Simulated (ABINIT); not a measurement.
**Excitons of SiC (F-43m) on ever denser meshes**

Aim: the absorption spectrum of SiC (F-43m) with electron-hole interaction, and what each part of the kernel does.

Program: ABINIT 10.8.3. Level of theory: PBE and many-body steps on it, plane waves. Results are calculated unless marked as measured.

Report form: the programs' logs are mostly left out.

## Step 1: Starting point

The structure is cubic, space group F-43m (No. 216). The conventional cell has a = 4.358 Å, b = 4.358 Å, c = 4.358 Å, α = 90.00°, β = 90.00°, γ = 90.00°. Si has 4 C at 1.89 Å nearest. Nearest to C lie 4 Si at 1.89 Å. Farther neighbours are not listed.

The cell and positions come from the Crystallography Open Database and are kept as given unless a step says otherwise.

## Step 2: Empty states on the mesh, 6×6×6 mesh, 58 bands

This step: ABINIT 10.8.3; DFT, PBE, plane waves, norm-conserving pseudopotentials.

The sums over transitions need many empty states on a uniform mesh; this step solves for them.

run.abi reads:

```
acell 3*1.0 Angstrom
rprim 
  -0.000000000000 2.179000000000 2.179000000000
  2.179000000000 -0.000000000000 2.179000000000
  2.179000000000 2.179000000000 -0.000000000000
ntypat 2
znucl 14 6
natom 2
typat 1 2
xred 
  0.000000000000 0.000000000000 0.000000000000
  0.250000000000 0.250000000000 0.250000000000
pp_dirpath "pseudos"
pseudos "Si.upf, C.upf"
ecut 37
ngkpt 6 6 6
nshiftk 1
shiftk 0 0 0
kptopt 1
chksymbreak 0
irdden 1
istwfk *1
nband 58
prtvol 0
optdriver 6
gwr_task "HDIAGO"
paral_kgb 0
occopt 1
indata_prefix "in"
outdata_prefix "out"
tmpdata_prefix "tmp"
```

Launch:

```console
$ OMP_NUM_THREADS=1 mpirun -n 8 abinit run.abi > log
```

It took 8.3 s on 8 MPI ranks of Arm Neoverse V2, shared host; peak memory 1.4 GiB; 65 s of CPU time.

This step gave:

| Property | Result |
| --- | --- |
| gap | 1.361 eV |
| k of the valence top | 0, 0, 0 |
| k of the conduction bottom | 0.5, 0.5, 0 |
| least direct gap | 4.553 eV |
| k points computed | 16 |
| lowest point of the top converged band, above the valence top | 73.3698 eV |

On this mesh the gap is 1.361 eV.

The density comes from a self-consistent run that is not shown.

## Step 3: Screening, 6×6×6 mesh, 50 bands, screening to 163.3 eV

The RPA dielectric matrix is built and inverted for each q.

This step: RPA screening on PBE, plane waves, norm-conserving pseudopotentials.

run.abi: that of step 2 with these lines changed.

```diff
@@ -20,10 +20,11 @@
 chksymbreak 0
-irdden 1
 istwfk *1
-nband 58
-prtvol 0
-optdriver 6
-gwr_task "HDIAGO"
-paral_kgb 0
 occopt 1
+irdwfk 1
+optdriver 3
+nband 50
+ecuteps 6
+inclvkb 2
+awtr 1
+symchi 1
 indata_prefix "in"
```

Wall time 10 s (8 MPI ranks); peak memory 0.89 GiB.

Numbers from this step:

```yaml
eps_infinity_with_local_fields_on_this_mesh_along_the_program_s_q_direction: 7.079
the_same_without_local_fields: 7.742
plasma_frequency: 23.09 eV
plane_waves_in_the_screening_matrix: 113
```

Local fields lower ε∞ by 9 %.

## Step 4: Self-energy, 6×6×6 mesh, 50 bands, screening to 163.3 eV

The self-energy is evaluated for the states that the input lists, and the levels follow from it, in one-shot runs by the linearised quasiparticle equation.

This step: G0W0 on PBE, plane waves, norm-conserving pseudopotentials.

run.abi: that of step 3 with these lines changed.

```diff
@@ -23,8 +23,17 @@
 irdwfk 1
-optdriver 3
+optdriver 4
 nband 50
+gwcalctyp 0
+ecutsigx 37
+symsigma 1
+nkptgw 2
+kptgw 
+  0.0000000000 0.0000000000 0.0000000000
+  0.5000000000 0.5000000000 0.0000000000
+bdgw 
+  2 8
+  3 6
 ecuteps 6
-inclvkb 2
-awtr 1
-symchi 1
+irdscr 1
+ppmodel 1
 indata_prefix "in"
```

Elapsed: 3.1 s, on 8 MPI ranks; peak memory 0.83 GiB; 24 s of CPU time.

This step gave:

```yaml
g0w0_gap_on_the_points_computed: 1.994 eV
starting_gap_on_the_mesh: 1.361 eV
k_of_the_valence_top: 0, 0, 0
k_of_the_conduction_bottom: 0.5, 0.5, 0
least_direct_g0w0_gap_on_the_computed_points: 5.540 eV
```

The gap on the mesh goes from 1.36 eV to 1.99 eV, a correction of +0.63 eV.

The gap opens by 0.633 eV; the next steps shift the empty bands rigidly by 0.987 eV, the correction at the start's least direct gap.

## Step 5: Dielectric constant by perturbation theory

ε∞ sets how strongly the crystal screens. Perturbation theory gives it with local fields and without a sum over empty bands.

This step: DFT, PBE, linear response to an electric field, plane waves, norm-conserving pseudopotentials.

run.abi reads:

```
acell 3*1.0 Angstrom
rprim 
  -0.000000000000 2.179000000000 2.179000000000
  2.179000000000 -0.000000000000 2.179000000000
  2.179000000000 2.179000000000 -0.000000000000
ntypat 2
znucl 14 6
natom 2
typat 1 2
xred 
  0.000000000000 0.000000000000 0.000000000000
  0.250000000000 0.250000000000 0.250000000000
pp_dirpath "pseudos"
pseudos "Si.upf, C.upf"
ecut 37
ngkpt 10 10 10
nshiftk 1
shiftk 0.5 0.5 0.5
chksymbreak 0
ndtset 3
nband 4
occopt 1
istwfk *1
nstep 60
tolwfr1 1e-18
iscf2 -3
rfelfd2 2
kptopt2 2
getwfk2 1
tolwfr2 1e-18
rfelfd3 3
kptopt3 2
getwfk3 1
getddk3 2
tolvrs3 1e-08
rfdir 1 1 1
nqpt2 1
nqpt3 1
qpt 0 0 0
prtwf3 0
prtden 0
optforces1 0
optstress1 0
kptopt1 1
indata_prefix "in"
outdata_prefix "out"
tmpdata_prefix "tmp"
```

Run time: 31 s. Hardware: 8 MPI ranks; peak memory 0.7 GiB; 4.1 min of CPU time.

The field response gives a mean ε∞ of 6.93, which the model screening below takes as its input.

## Step 6: Excitons

Light makes an electron and a hole together. The Bethe-Salpeter equation adds their screened attraction and their exchange, in a window of bands around the gap.

This step: Bethe-Salpeter equation on PBE with a scissors shift, plane waves, norm-conserving pseudopotentials.

run.abi reads:

```
acell 3*1.0 Angstrom
rprim 
  -0.000000000000 2.179000000000 2.179000000000
  2.179000000000 -0.000000000000 2.179000000000
  2.179000000000 2.179000000000 -0.000000000000
ntypat 2
znucl 14 6
natom 2
typat 1 2
xred 
  0.000000000000 0.000000000000 0.000000000000
  0.250000000000 0.250000000000 0.250000000000
pp_dirpath "pseudos"
pseudos "Si.upf, C.upf"
ecut 37
ngkpt 6 6 6
nshiftk 1
shiftk 0 0 0
kptopt 1
chksymbreak 0
istwfk *1
occopt 1
irdwfk 1
optdriver 99
bs_calctype 1
mbpt_sciss 0.987 eV
bs_loband 2
nband 6
bs_exchange_term 1
bs_coulomb_term 11
bs_coupling 0
bs_algorithm 1
bs_freq_mesh 0 9 0.05 eV
zcut 0.1 eV
ecuteps 3
ecutwfn 18.5
inclvkb 2
irdscr 1
indata_prefix "in"
outdata_prefix "out"
tmpdata_prefix "tmp"
```

Run time: 13 s. Hardware: 8 MPI ranks; peak memory 0.5 GiB.

This step gave:

```
direct gap of the transition levels                            : 5.540 eV
transitions in the window                                      : 1296
first strong exciton (over a fiftieth of the strongest listed) : 5.182 eV
lowest state                                                   : 5.182 eV
binding of the lowest state below the direct gap               : 0.3579 eV
Coulomb term of one mesh cell                                  : 0.3507 eV
```

The binding is 1.0 times the screened Coulomb term of one mesh cell (0.35 eV), so it is not shown settled.

The lowest state lies at 5.182 eV, 0.358 eV under the direct gap.

Lines within 3 meV are set at the lowest of them, and the highest group, which the list may cut short, is left out. Exciton lines, with heights relative to the strongest:

```
position (eV)  lines merged  oscillator strength, relative
        5.182             4                             28
        5.192             2                             16
        5.861             6                            100
        5.890             3                            1.2
```

The ε₂ has structure finer than the step of the table below, so its rows give means over 0.2 eV, whole bins alone (the curve runs from 0 to 9 eV). Peaks (eV: height): BSE 5.20: 8.92, 6.15: 29.6, 7.00: 40.6; no electron-hole interaction 6.50: 24.9, 7.00: 14.5, 7.60: 48.6; Kohn-Sham, no shift 5.50: 24.4, 6.00: 14.4, 6.65: 49.1.

Mean over the three Cartesian directions of q; broadening 0.1 eV; transition window only. Limits: finite bands, cutoff and mesh; exciton not shown settled in the k mesh. The ε₂ by photon energy; means over each step:

```
photon energy (eV)      BSE  no electron-hole interaction  Kohn-Sham, no shift
               0.2  0.00480                       0.00343              0.00531
               0.4  0.00963                       0.00687               0.0107
               0.6   0.0146                        0.0104               0.0162
               0.8   0.0197                        0.0140               0.0220
               1.0   0.0251                        0.0178               0.0280
               1.2   0.0308                        0.0217               0.0344
               1.4   0.0368                        0.0258               0.0413
               1.6   0.0434                        0.0303               0.0489
               1.8   0.0506                        0.0350               0.0573
               2.0   0.0585                        0.0402               0.0668
               2.2   0.0674                        0.0458               0.0775
               2.4   0.0775                        0.0520               0.0899
               2.6   0.0890                        0.0590                0.105
               2.8    0.102                        0.0669                0.122
               3.0    0.118                        0.0758                0.144
               3.2    0.137                        0.0861                0.171
               3.4    0.160                        0.0982                0.207
               3.6    0.189                         0.113                0.256
               3.8    0.226                         0.130                0.332
               4.0    0.276                         0.151                0.464
               4.2    0.346                         0.179                0.784
               4.4    0.452                         0.215                 2.31
               4.6    0.638                         0.266                 4.34
               4.8     1.06                         0.343                 1.94
               5.0     2.84                         0.481                 2.62
               5.2     7.23                         0.826                 7.90
               5.4     3.48                          2.55                 14.9
               5.6     4.60                          4.20                 16.0
               5.8     16.0                          1.91                 6.79
               6.0     21.0                          2.77                 12.1
               6.2     21.7                          8.32                 8.54
               6.4     9.96                          15.7                 16.8
               6.6     21.1                          14.9                 43.1
               6.8     25.8                          6.89                 29.3
               7.0     35.0                          12.1                 11.6
               7.2     20.6                          8.52                 7.09
               7.4     13.2                          18.3                 8.90
               7.6     6.64                          43.7                 7.15
               7.8     4.44                          27.9                 7.79
               8.0     5.83                          10.8                 7.88
               8.2     5.64                          7.19                 8.66
               8.4     6.50                          8.86                 8.79
               8.6     6.31                          7.04                 5.70
               8.8     5.82                          7.94                 5.11
```

## Step 7: Model screening

run.abi: that of step 6 with these lines changed.

```diff
@@ -26,6 +26,6 @@
 mbpt_sciss 0.987 eV
-bs_loband 2
-nband 6
+bs_loband 3
+nband 5
 bs_exchange_term 1
-bs_coulomb_term 11
+bs_coulomb_term 21
 bs_coupling 0
@@ -37,3 +37,4 @@
 inclvkb 2
-irdscr 1
+mdf_epsinf 6.93
+irdden 1
 indata_prefix "in"
```

It took 2.6 s on 8 MPI ranks; peak memory 0.07 GiB.

This step gave:

```
direct gap of the transition levels                            : 5.540 eV
transitions in the window                                      : 432
first strong exciton (over a fiftieth of the strongest listed) : 5.179 eV
lowest state                                                   : 5.179 eV
binding of the lowest state below the direct gap               : 0.3610 eV
Coulomb term of one mesh cell                                  : 0.3584 eV
```

The binding is 1.0 times the screened Coulomb term of one mesh cell (0.36 eV), so it is not shown settled.

The lowest state lies at 5.179 eV, 0.361 eV under the direct gap.

## Step 8: Empty states on the mesh, 8×8×8 mesh, 16 bands

This step: DFT, PBE, plane waves, norm-conserving pseudopotentials.

run.abi reads:

```
acell 3*1.0 Angstrom
rprim 
  -0.000000000000 2.179000000000 2.179000000000
  2.179000000000 -0.000000000000 2.179000000000
  2.179000000000 2.179000000000 -0.000000000000
ntypat 2
znucl 14 6
natom 2
typat 1 2
xred 
  0.000000000000 0.000000000000 0.000000000000
  0.250000000000 0.250000000000 0.250000000000
pp_dirpath "pseudos"
pseudos "Si.upf, C.upf"
ecut 37
ngkpt 8 8 8
nshiftk 1
shiftk 0 0 0
kptopt 1
chksymbreak 0
iscf -2
irdden 1
istwfk *1
nband 16
nbdbuf 4
tolwfr 1e-09
nstep 60
prtvol 0
indata_prefix "in"
outdata_prefix "out"
tmpdata_prefix "tmp"
```

Wall time 2.5 s (8 MPI ranks); peak memory 0.06 GiB.

This step gave:

- gap: 1.361 eV
- k of the valence top: 0, 0, 0
- k of the conduction bottom: 0.5, 0.5, 0
- least direct gap: 4.553 eV
- k points computed: 29
- lowest point of the top converged band, above the valence top: 17.28 eV

On this mesh the gap is 1.361 eV.

## Step 9: k mesh (8×8×8)

This step: Bethe-Salpeter equation on PBE with a scissors shift, plane waves, norm-conserving pseudopotentials.

run.abi: that of step 8 with these lines changed.

```diff
@@ -20,10 +20,21 @@
 chksymbreak 0
-iscf -2
+istwfk *1
+occopt 1
+irdwfk 1
+optdriver 99
+bs_calctype 1
+mbpt_sciss 0.987 eV
+bs_loband 3
+nband 5
+bs_exchange_term 1
+bs_coulomb_term 21
+bs_coupling 0
+bs_algorithm 1
+bs_freq_mesh 0 9 0.05 eV
+zcut 0.1 eV
+ecuteps 3
+ecutwfn 18.5
+inclvkb 2
+mdf_epsinf 6.93
 irdden 1
-istwfk *1
-nband 16
-nbdbuf 4
-tolwfr 1e-09
-nstep 60
-prtvol 0
 indata_prefix "in"
```

The job ended after 8.7 s (8 MPI ranks; peak memory 0.53 GiB; 68 s of CPU time).

This step gave:

```yaml
direct_gap_of_the_transition_levels: 5.540 eV
transitions_in_the_window: 1024
first_strong_exciton_over_a_fiftieth_of_the_strongest_listed: 5.265 eV
lowest_state: 5.265 eV
binding_of_the_lowest_state_below_the_direct_gap: 0.2752 eV
coulomb_term_of_one_mesh_cell: 0.2688 eV
```

The binding is 1.0 times the screened Coulomb term of one mesh cell (0.27 eV), so it is not shown settled.

The lowest state lies at 5.265 eV, 0.275 eV under the direct gap.

The window of bands is narrower than in the first exciton run, so this row is not like for like with it.

## Step 10: Empty states on the mesh, 10×10×10 mesh, 16 bands

This step: DFT, PBE, plane waves, norm-conserving pseudopotentials.

run.abi reads:

```
acell 3*1.0 Angstrom
rprim 
  -0.000000000000 2.179000000000 2.179000000000
  2.179000000000 -0.000000000000 2.179000000000
  2.179000000000 2.179000000000 -0.000000000000
ntypat 2
znucl 14 6
natom 2
typat 1 2
xred 
  0.000000000000 0.000000000000 0.000000000000
  0.250000000000 0.250000000000 0.250000000000
pp_dirpath "pseudos"
pseudos "Si.upf, C.upf"
ecut 37
ngkpt 10 10 10
nshiftk 1
shiftk 0 0 0
kptopt 1
chksymbreak 0
iscf -2
irdden 1
istwfk *1
nband 16
nbdbuf 4
tolwfr 1e-09
nstep 60
prtvol 0
indata_prefix "in"
outdata_prefix "out"
tmpdata_prefix "tmp"
```

Run time: 3 s. Hardware: 8 MPI ranks; peak memory 0.07 GiB; 22 s of CPU time.

This step gave:

```yaml
gap: 1.361 eV
k_of_the_valence_top: 0, 0, 0
k_of_the_conduction_bottom: 0.5, 0.5, 0
least_direct_gap: 4.553 eV
k_points_computed: 47
lowest_point_of_the_top_converged_band_above_the_valence_top: 17.28 eV
```

On this mesh the gap is 1.361 eV.

## Step 11: k mesh (10×10×10)

This step: Bethe-Salpeter equation on PBE with a scissors shift, plane waves, norm-conserving pseudopotentials.

run.abi: that of step 10 with these lines changed.

```diff
@@ -20,10 +20,21 @@
 chksymbreak 0
-iscf -2
+istwfk *1
+occopt 1
+irdwfk 1
+optdriver 99
+bs_calctype 1
+mbpt_sciss 0.987 eV
+bs_loband 3
+nband 5
+bs_exchange_term 1
+bs_coulomb_term 21
+bs_coupling 0
+bs_algorithm 1
+bs_freq_mesh 0 9 0.05 eV
+zcut 0.1 eV
+ecuteps 3
+ecutwfn 18.5
+inclvkb 2
+mdf_epsinf 6.93
 irdden 1
-istwfk *1
-nband 16
-nbdbuf 4
-tolwfr 1e-09
-nstep 60
-prtvol 0
 indata_prefix "in"
```

Elapsed: 41 s, on 8 MPI ranks; peak memory 0.65 GiB.

Numbers from this step:

```
direct gap of the transition levels                            : 5.540 eV
transitions in the window                                      : 2000
first strong exciton (over a fiftieth of the strongest listed) : 5.318 eV
lowest state                                                   : 5.318 eV
binding of the lowest state below the direct gap               : 0.2223 eV
Coulomb term of one mesh cell                                  : 0.2150 eV
```

The binding is 1.0 times the screened Coulomb term of one mesh cell (0.22 eV), so it is not shown settled.

The lowest state lies at 5.318 eV, 0.222 eV under the direct gap.

The ε₂ has structure finer than the step of the table below, so its rows give means over 0.25 eV, whole bins alone (the curve runs from 0 to 9 eV). Peaks (eV: height): BSE 5.800: 8.02, 6.250: 16.1, 7.000: 28.3, 7.650: 15.7; no electron-hole interaction 7.350: 21.0, 7.950: 27.7; Kohn-Sham, no shift 6.400: 20.7, 6.950: 27.8.

Mean over the three Cartesian directions of q; broadening 0.1 eV; transition window only. Limits: finite bands, cutoff and mesh; exciton not shown settled in the k mesh. The ε₂ by photon energy; means over each step:

```csv
photon energy (eV),BSE,no electron-hole interaction,"Kohn-Sham, no shift"
0.25,0.00378,0.003,0.00462
0.50,0.00762,0.00600,0.00934
0.75,0.0116,0.0091,0.0142
1.00,0.0158,0.0123,0.0194
1.25,0.0202,0.0158,0.0251
1.50,0.0251,0.0194,0.0313
1.75,0.0305,0.0235,0.0383
2.00,0.0365,0.0279,0.0463
2.25,0.0433,0.0329,0.0557
2.50,0.0513,0.0385,0.0670
2.75,0.0607,0.0450,0.0808
3.00,0.0721,0.0526,0.0984
3.25,0.0860,0.0616,0.121
3.50,0.104,0.0726,0.153
3.75,0.127,0.0862,0.201
4.00,0.158,0.104,0.285
4.25,0.202,0.127,0.492
4.50,0.271,0.159,1.40
4.75,0.396,0.208,2.55
5.00,0.719,0.294,4.55
5.25,2.27,0.517,3.29
5.50,4.39,1.45,7.68
5.75,6.45,2.63,8.19
6.00,5.53,4.59,8.29
6.25,12.7,3.32,14.5
6.50,11.6,7.85,18.3
6.75,14.0,8.23,16.6
7.00,24.4,8.27,24.0
7.25,17.3,15.1,15.3
7.50,13.6,18.0,6.67
7.75,12.4,17.0,3.22
8.00,8.07,23.8,3.03
8.25,3.55,15.0,3.67
8.50,2.07,6.26,4.02
8.75,2.01,3.22,1.34
```

The window of bands is narrower than in the first exciton run, so this row is not like for like with it.

(Continued in part 2 of 2.)

[Paths, hosts, dates, memory and timing lines, banners, echoed tables and standing remarks are left out of the program output.]

[Logs are printed without paths, hosts, clocks, repeated set-up lines and the standing remarks that a program may print on its own settings, such as how far it seeks lower states.]

[Runs of the session that timed out or met a known fault of the program may be left out.]

[No measured gap is set beside runs whose start may be inverted or whose files or cutoffs have a known fault.]

[Hosts, paths, dates, database ids (printed as entryN), source tags and the programs' standing remarks are cut or masked in the printed files.]

[G0W0 gaps are taken among the corrected bands and points alone; a level outside them can change the order at an edge.]

[Where Ansatz stands beside ABINIT at settings called matched, ABINIT's density can come from a denser mesh and the files from another edition; pairs whose starting gaps differed by over 0.03 eV were left out, so agreement reads better than it is.]
